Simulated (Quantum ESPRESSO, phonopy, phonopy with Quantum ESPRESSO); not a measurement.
# NaI (Fm-3m): a volume series of phonon spectra, part 2 of 2

Which modes of NaI drive its thermal expansion?

Experimental results on record:
- volume expansion coefficient 135 1e-6/K near room temperature (given in “Descriptors for thermal expansion in solids”, 2017, arXiv:1701.03966)

Quantum ESPRESSO 7.5; DFT LDA, scalar-relativistic, plane waves, GBRV ultrasoft pseudopotentials.

So far. Step 17 (Self-consistent run, V/V0 1.04): The run ends at a pressure of -1.07 GPa. Step 18 (Zone-centre response): The Born charges sum to zero within 0.014 e; the rest is removed before use. Acoustic frequencies in this log differ from zero by the error of the sum rule, which ph.x does not impose.

## Step 19: A displaced supercell

System of this step: NaI. Symmetry: Imm2, No. 44, orthorhombic system. Conventional cell: a = 8.964 Å, b = 12.678 Å, c = 8.964 Å, α = 90.00°, β = 90.00°, γ = 90.00°. Nearest to Na lie 6 I at 3.16 to 3.18 Å. Nearest to Na lie 6 I at 3.17 Å. Nearest to I lie 6 Na at 3.17 Å. Farther neighbours and most contacts between anions are not listed.

Input file disp-00001.in:

```
&control
   calculation = 'scf'
   prefix = 'x'
   outdir = './tmp'
   pseudo_dir = './pseudo'
   tprnfor = .true.
   disk_io = 'none'
/
&system
   ibrav = 0
   nat = 16
   ntyp = 2
   ecutwfc = 34.0
   ecutrho = 204.0
   occupations = 'fixed'
   nbnd = 66
/
&electrons
   conv_thr = 1.0d-11
   mixing_beta = 0.7
   electron_maxstep = 100
/
ATOMIC_SPECIES
 Na     22.9898  Na.upf
 I     126.9045  I.upf
CELL_PARAMETERS angstrom
     0.000000000    6.338832785    6.338832785
     6.338832785    0.000000000    6.338832785
     6.338832785    6.338832785    0.000000000
ATOMIC_POSITIONS crystal
 Na     0.002231032   0.000000000   0.000000000
 Na     0.500000000   0.000000000   0.000000000
 Na     0.000000000   0.500000000   0.000000000
 Na     0.500000000   0.500000000   0.000000000
 Na     0.000000000   0.000000000   0.500000000
 Na     0.500000000   0.000000000   0.500000000
 Na     0.000000000   0.500000000   0.500000000
 Na     0.500000000   0.500000000   0.500000000
 I      0.250000000   0.250000000   0.250000000
 I      0.750000000   0.250000000   0.250000000
 I      0.250000000   0.750000000   0.250000000
 I      0.750000000   0.750000000   0.250000000
 I      0.250000000   0.250000000   0.750000000
 I      0.750000000   0.250000000   0.750000000
 I      0.250000000   0.750000000   0.750000000
 I      0.750000000   0.750000000   0.750000000
K_POINTS automatic
 3 3 3 0 0 0
```

Launch:

```bash
OMP_NUM_THREADS=1 mpirun -n 4 pw.x -nk 4 -in disp-00001.in > disp-00001.out
```

Run time: 53 s. Hardware: 4 MPI ranks of AMD EPYC 7B13 (Zen 3), shared host.

## Step 20: Phonons, V/V0 1.04

This step: DFT LDA, scalar-relativistic, plane waves, GBRV ultrasoft pseudopotentials (phonopy with Quantum ESPRESSO 4.10.0 / 7.5).

Elapsed: 55 s, on 8 threads.

No mode is imaginary beyond numerical noise along the path. The highest zone-centre mode (no LO–TO term) moved by -10.0 % for a volume change of +4.0 %.

The time given is that of the 2 pw.x runs on displaced cells behind this step.

## Step 21: Self-consistent run, V/V0 1.06

This step: DFT LDA, scalar-relativistic, plane waves, GBRV ultrasoft pseudopotentials (Quantum ESPRESSO 7.5).

System of this step: NaI. The structure is cubic, space group Fm-3m (No. 225). Conventional cell: a = 6.379 Å, b = 6.379 Å, c = 6.379 Å, α = 90.00°, β = 90.00°, γ = 90.00°. Na has 6 I at 3.19 Å nearest. Nearest to I lie 6 Na at 3.19 Å. Farther neighbours and most contacts between anions are not listed.

Input file scf.in:

```
&control
   calculation = 'scf'
   prefix = 'x'
   outdir = './tmp'
   pseudo_dir = './pseudo'
   tprnfor = .true.
   tstress = .true.
/
&system
   ibrav = 0
   nat = 2
   ntyp = 2
   ecutwfc = 34.0
   ecutrho = 204.0
   occupations = 'fixed'
   nbnd = 10
/
&electrons
   conv_thr = 1.0d-12
   mixing_beta = 0.7
   electron_maxstep = 100
/
ATOMIC_SPECIES
 Na     22.9898  Na.upf
 I     126.9045  I.upf
CELL_PARAMETERS angstrom
     0.000000000    3.189604302    3.189604302
     3.189604302    0.000000000    3.189604302
     3.189604302    3.189604302    0.000000000
ATOMIC_POSITIONS crystal
 Na     0.000000000   0.000000000   0.000000000
 I      0.500000000   0.500000000   0.500000000
K_POINTS automatic
 6 6 6 0 0 0
```

Launch:

```bash
OMP_NUM_THREADS=1 mpirun -n 8 pw.x -nk 8 -in scf.in > scf.out
```

Elapsed: 2.5 s, on 8 MPI ranks; 19 s of CPU time.

The run ends at a pressure of -1.37 GPa.

## Step 22: Born charges and dielectric tensor

Input file ph.in:

```
phonons
&inputph
   prefix = 'x'
   outdir = './tmp'
   fildyn = 'x.dyn'
   tr2_ph = 1.0d-18
   epsil = .true.
/
0.000000000 0.000000000 0.000000000
```

scf.in is that of step 21.

Launch:

```bash
OMP_NUM_THREADS=1 mpirun -n 8 ph.x -nk 8 -in ph.in > ph.out
```

Run time: 21 s. Hardware: 8 MPI ranks; 2.7 min of CPU time.

ε∞:

```
3.58 0.00 0.00
0.00 3.58 0.00
0.00 0.00 3.58
```

The Born charges sum to zero within 0.014 e; the rest is removed before use. Acoustic frequencies in this log differ from zero by the error of the sum rule, which ph.x does not impose.

## Step 23: A displaced supercell

System of this step: NaI. The structure is orthorhombic, space group Imm2 (No. 44). The conventional cell has a = 9.022 Å, b = 12.758 Å, c = 9.022 Å, α = 90.00°, β = 90.00°, γ = 90.00°. Nearest to Na lie 6 I at 3.18 to 3.20 Å. Nearest to Na lie 6 I at 3.19 Å. Na has 6 I at 3.19 Å nearest. Nearest to I lie 6 Na at 3.19 Å. Farther neighbours and most contacts between anions are not listed.

Changes to disp-00001.in since step 19:

```diff
@@ -26,7 +26,7 @@
 CELL_PARAMETERS angstrom
-     0.000000000    6.338832785    6.338832785
-     6.338832785    0.000000000    6.338832785
-     6.338832785    6.338832785    0.000000000
+     0.000000000    6.379208604    6.379208604
+     6.379208604    0.000000000    6.379208604
+     6.379208604    6.379208604    0.000000000
 ATOMIC_POSITIONS crystal
- Na     0.002231032   0.000000000   0.000000000
+ Na     0.002216911   0.000000000   0.000000000
  Na     0.500000000   0.000000000   0.000000000
```

Launch:

```bash
OMP_NUM_THREADS=1 mpirun -n 4 pw.x -nk 4 -in disp-00001.in > disp-00001.out
```

It took 57 s on 4 MPI ranks.

## Step 24: Phonons, V/V0 1.06

This step: DFT LDA, scalar-relativistic, plane waves, GBRV ultrasoft pseudopotentials (phonopy with Quantum ESPRESSO 4.10.0 / 7.5).

Elapsed: 59 s, on 8 threads; 7.7 min of CPU time.

Phonopy, LO-TO term from ph.x's tensors. Phonon branches along the path, in cm⁻¹:

```csv
point,branch 1,branch 2,branch 3,branch 4,branch 5,branch 6
Γ,0,0,0,113,113,169
halfway,29,29,64,120,120,145
X,37,37,57,116,116,122
halfway,38,44,56,115,120,123
U,42,52,58,111,125,129
jump to K,42,52,58,111,125,129
halfway,33,45,60,103,124,160
Γ,0,0,0,113,113,169
halfway,35,35,52,111,111,169
L,49,49,74,110,110,169
halfway,48,50,67,110,118,150
W,48,48,58,117,124,124
halfway,40,49,54,117,120,124
X,37,37,57,116,116,122
```

No mode is imaginary beyond numerical noise along the path. The highest zone-centre mode (no LO–TO term) moved by -14.8 % for a volume change of +6.0 %.

The time given is that of the 2 pw.x runs on displaced cells behind this step.

## Step 25: Self-consistent run, V/V0 1.085

This step: DFT LDA, scalar-relativistic, plane waves, GBRV ultrasoft pseudopotentials (Quantum ESPRESSO 7.5).

System of this step: NaI. The structure is cubic, space group Fm-3m (No. 225). Conventional cell: a = 6.429 Å, b = 6.429 Å, c = 6.429 Å, α = 90.00°, β = 90.00°, γ = 90.00°. Nearest to Na lie 6 I at 3.21 Å. I has 6 Na at 3.21 Å nearest. Farther neighbours and most contacts between anions are not listed.

Changes to scf.in since step 22:

```diff
@@ -26,5 +26,5 @@
 CELL_PARAMETERS angstrom
-     0.000000000    3.189604302    3.189604302
-     3.189604302    0.000000000    3.189604302
-     3.189604302    3.189604302    0.000000000
+     0.000000000    3.214485216    3.214485216
+     3.214485216    0.000000000    3.214485216
+     3.214485216    3.214485216    0.000000000
 ATOMIC_POSITIONS crystal
```

Launch:

```bash
OMP_NUM_THREADS=1 mpirun -n 8 pw.x -nk 8 -in scf.in > scf.out
```

Wall time 2.5 s (8 MPI ranks).

The run ends at a pressure of -1.71 GPa.

## Step 26: Zone-centre response

ph.in is that of step 22.

scf.in is that of step 25.

Launch:

```bash
OMP_NUM_THREADS=1 mpirun -n 8 ph.x -nk 8 -in ph.in > ph.out
```

The job ended after 22 s (8 MPI ranks).

ε∞:

```
3.54 0.00 0.00
0.00 3.54 0.00
0.00 0.00 3.54
```

The Born charges sum to zero within 0.015 e; the rest is removed before use. Acoustic frequencies in this log differ from zero by the error of the sum rule, which ph.x does not impose.

## Step 27: Forces on a displaced cell

System of this step: NaI. The structure is orthorhombic, space group Imm2 (No. 44). Conventional cell: a = 9.092 Å, b = 12.858 Å, c = 9.092 Å, α = 90.00°, β = 90.00°, γ = 90.00°. Na has 6 I at 3.20 to 3.23 Å nearest. Nearest to Na lie 6 I at 3.21 Å. Na has 6 I at 3.21 Å nearest. Nearest to I lie 6 Na at 3.21 Å. Farther neighbours and most contacts between anions are not listed.

Changes to disp-00001.in since step 23:

```diff
@@ -26,7 +26,7 @@
 CELL_PARAMETERS angstrom
-     0.000000000    6.379208604    6.379208604
-     6.379208604    0.000000000    6.379208604
-     6.379208604    6.379208604    0.000000000
+     0.000000000    6.428970433    6.428970433
+     6.428970433    0.000000000    6.428970433
+     6.428970433    6.428970433    0.000000000
 ATOMIC_POSITIONS crystal
- Na     0.002216911   0.000000000   0.000000000
+ Na     0.002199751   0.000000000   0.000000000
  Na     0.500000000   0.000000000   0.000000000
```

Launch:

```bash
OMP_NUM_THREADS=1 mpirun -n 4 pw.x -nk 4 -in disp-00001.in > disp-00001.out
```

Run time: 57 s. Hardware: 4 MPI ranks.

## Step 28: Phonons, V/V0 1.085

This step: DFT LDA, scalar-relativistic, plane waves, GBRV ultrasoft pseudopotentials (phonopy with Quantum ESPRESSO 4.10.0 / 7.5).

The job ended after 57 s (8 threads; 7.6 min of CPU time).

No mode is imaginary beyond numerical noise along the path. The highest zone-centre mode (no LO–TO term) moved by -20.5 % for a volume change of +8.5 %.

The time given is that of the 2 pw.x runs on displaced cells behind this step.

## Step 29: Mode Grüneisen parameters

This step: DFT LDA, scalar-relativistic, plane waves, GBRV ultrasoft pseudopotentials (phonopy 4.10.0).

This step gave:

| Quantity | Value |
| --- | --- |
| share of modes with a negative Grüneisen parameter | 0.004 |

Mean Grüneisen, by row:

| T (K) | heat-capacity-weighted mean | root mean square |
| --- | --- | --- |
| 50 | 1.645 | 1.826 |
| 100 | 1.813 | 1.973 |
| 200 | 1.859 | 2.011 |
| 300 | 1.868 | 2.018 |
| 500 | 1.872 | 2.022 |
| 800 | 1.874 | 2.023 |

Table of mean mode Grueneisen parameter by wavenumber:

| wavenumber (cm⁻¹) | mean mode Grueneisen parameter |
| --- | --- |
| 3.0 | - |
| 9.1 | 0.148 |
| 21.3 | 0.85 |
| 27.4 | 0.907 |
| 39.6 | 0.851 |
| 45.7 | 1.23 |
| 51.8 | 1.44 |
| 63.9 | 1.54 |
| 70.0 | 1.59 |
| 76.1 | 1.64 |
| 88.3 | - |
| 94.4 | - |
| 106.6 | - |
| 112.6 | - |
| 118.7 | 2.86 |
| 130.9 | 2.68 |
| 137.0 | 2.62 |
| 143.1 | 2.55 |
| 155.3 | 1.99 |
| 161.4 | 1.81 |
| 173.5 | 1.48 |
| 179.6 | 1.37 |

Volume series, by row:

```
 V/V0  V (Å³/atom)  pressure (GPa)  E - E0 (meV/atom)  gap (eV)  zero-point energy (meV/atom)  lowest on the path (cm⁻¹)  highest at Gamma without the LO-TO term (cm⁻¹)
 0.98           30           0.124              1.242     3.681                         19.09                          0                                           139.7
    1        30.61          -0.314                  0     3.617                         18.29                          0                                           132.6
 1.02        31.23          -0.718              0.546     3.556                         17.57                          0                                           125.8
 1.04        31.84          -1.066               2.38     3.498                         16.89                          0                                           119.3
 1.06        32.45          -1.369              5.453     3.444                         16.27                          0                                             113
1.085        33.22          -1.713              11.01      3.38                         15.53                          0                                           105.4
```

Table of optical frequency at Gamma without the LO-TO term, mode 4 by V/V0:

```
  V/V0  optical frequency at Gamma without the LO-TO term, mode 4 (cm⁻¹)
0.9800                                                               140
1.0000                                                               133
1.0200                                                               126
1.0400                                                               119
1.0600                                                               113
1.0850                                                               105
```

Grüneisen at points, by row:

```csv
point,branch,frequency (cm⁻¹),mode Grüneisen parameter
Γ,4,132.6,2.63
Γ,6,182.5,1.32
X,1,36.3,0.35
X,3,56.1,-0.07
X,4,137,2.8
X,6,143.6,2.77
U,1,46.1,1.72
U,2,51.5,0.01
U,3,62,1.29
U,4,130.8,2.83
U,5,145.6,2.62
U,6,146.7,2.29
K,1,46.1,1.72
K,2,51.5,0.01
K,3,62,1.29
K,4,130.8,2.83
K,5,145.6,2.62
K,6,146.7,2.29
L,1,57.2,2.4
L,3,81.4,1.64
L,4,126.6,2.6
L,6,181.7,1.36
W,1,47.3,0.07
W,3,65.9,2.05
W,4,133.9,2.44
W,5,144.1,2.63
```

The printed pressures lie 0.40 GPa below −dE/dV of the same runs on average, in a series that spans 1.8 GPa: energy and stress disagree, as they do when the basis is incomplete, so the pressures are not converged, and volume, bulk modulus and expansion from the fit are rough.

## Step 30: Quasi-harmonic fit by phonopy

This step gave:

```yaml
volume_expansion_coefficient_at_300_k: 127.7 1e-6/K
isothermal_bulk_modulus_at_300_k: 17.71 GPa
c_p_at_300_k: 26.16 J/mol-atom/K
grueneisen_parameter_at_300_k: 1.777
```

The energy (each curve on its own zero) by volume; values in meV/atom:

```csv
volume (Å³/atom),static,F at 0 K,F at 300 K,F at 600 K
30.00,1.24,3.06,8.56,15.6
30.61,0,1.01,4.24,8.34
31.23,0.55,0.84,1.92,3.25
31.84,2.38,2,0.98,-0.36
32.45,5.45,4.45,1.37,-2.56
33.22,11.0,9.26,3.55,-3.66
```

Phonopy-qha, vinet fit of F(V) at each temperature; no electronic free energy. Qha vinet, by row:

```
T (K)  fitted volume (Å³/atom)  alpha_V (1e-6/K)  B_T (GPa)  C_P (J/mol-atom/K)  Grueneisen
   75                    31.12             82.17      20.17                18.8       1.669
  100                    31.19             96.61      19.97               21.37       1.729
  125                    31.27               105      19.75               22.85       1.754
  150                    31.36             110.3      19.52               23.78       1.765
  175                    31.45             114.1      19.26               24.42        1.77
  200                    31.54             117.2      18.99                24.9       1.772
  225                    31.63             119.9       18.7               25.28       1.773
  250                    31.73             122.4      18.39                25.6       1.774
  275                    31.83               125      18.06               25.89       1.775
  300                    31.93             127.7      17.71               26.16       1.777
  325                    32.03             130.6      17.34               26.42        1.78
  350                    32.14             133.8      16.95               26.68       1.783
  375                    32.24             137.2      16.54               26.93       1.788
  400                    32.36             141.1       16.1                27.2       1.793
  425                    32.47             145.4      15.65               27.48         1.8
  450                    32.59             150.2      15.17               27.78       1.807
  475                    32.72             155.6      14.67                28.1       1.816
  500                    32.85             161.8      14.15               28.45       1.826
```

The volume expansion coefficient, phonopy-qha, Vinet by temperature:

| temperature (K) | volume expansion coefficient, phonopy-qha, Vinet (1e-6/K) |
| --- | --- |
| 75 | 82.2 |
| 100 | 96.6 |
| 125 | 105 |
| 150 | 110 |
| 175 | 114 |
| 200 | 117 |
| 225 | 120 |
| 250 | 122 |
| 275 | 125 |
| 300 | 128 |
| 325 | 131 |
| 350 | 134 |
| 375 | 137 |
| 400 | 141 |
| 425 | 145 |
| 450 | 150 |
| 475 | 156 |
| 500 | 162 |

The fit gives a volume expansion of 128 × 10⁻⁶/K at 300 K.

## Step 31: Outcome

```
volume expansion coefficient at 300 K  : 127.7 1e-6/K
isothermal bulk modulus at 300 K       : 17.71 GPa
C_P at 300 K                           : 26.16 J/mol-atom/K
Grüneisen parameter at 300 K           : 1.777
mean mode Grüneisen parameter at 300 K : 1.87
```

In words: Near room temperature NaI expands by 128 × 10⁻⁶/K in volume by LDA, with C_P = 26.2 J/(mol K) per mole of atoms and B_T = 17.7 GPa. The table stops at 500 K because beyond it the fitted volume comes within 1 % of the largest computed cell, where the fit loses its support. C_P at room temperature is 105 % of the classical 3R an atom. A measured volume expansion coefficient near room temperature is 135 1e-6/K (arXiv:1701.03966); the calculated 128 1e-6/K differs by -5 %. The heat-capacity-weighted Grüneisen parameter goes from 1.65 at 50 K to 1.87 at 800 K. Weighting γ by the density of states and each mode's heat capacity at 300 K, modes below 60 cm⁻¹ give about 25 % of the sum of γC that drives the expansion, those up to 120 cm⁻¹ 13 % and the rest 62 %. Among the labelled points γ is largest for branch 4 at U (131 cm⁻¹, 2.8) and most negative for branch 3 at X (56.1 cm⁻¹, -0.07). The printed pressures lie 0.40 GPa below −dE/dV of the same runs on average, in a series that spans 1.8 GPa: energy and stress disagree, as they do when the basis is incomplete, so the pressures are not converged, and volume, bulk modulus and expansion from the fit are rough. The supercell is 7.4 Å across at its narrowest and was not tested against a larger one: only its own wavevectors are exact, and acoustic branches between them, with the entropy at low temperature, can be off.

[Logs are printed without paths, hosts, clocks, repeated set-up lines and the standing remarks that a program may print on its own settings, such as how far it seeks lower states.]

[Hosts, paths, dates, database ids (printed as entryN), source tags and the programs' standing remarks are cut or masked in the printed files.]

[A step with changed settings may run another functional than the one named; its input shows which.]

[Of the runs on displaced cells, only some may be shown.]
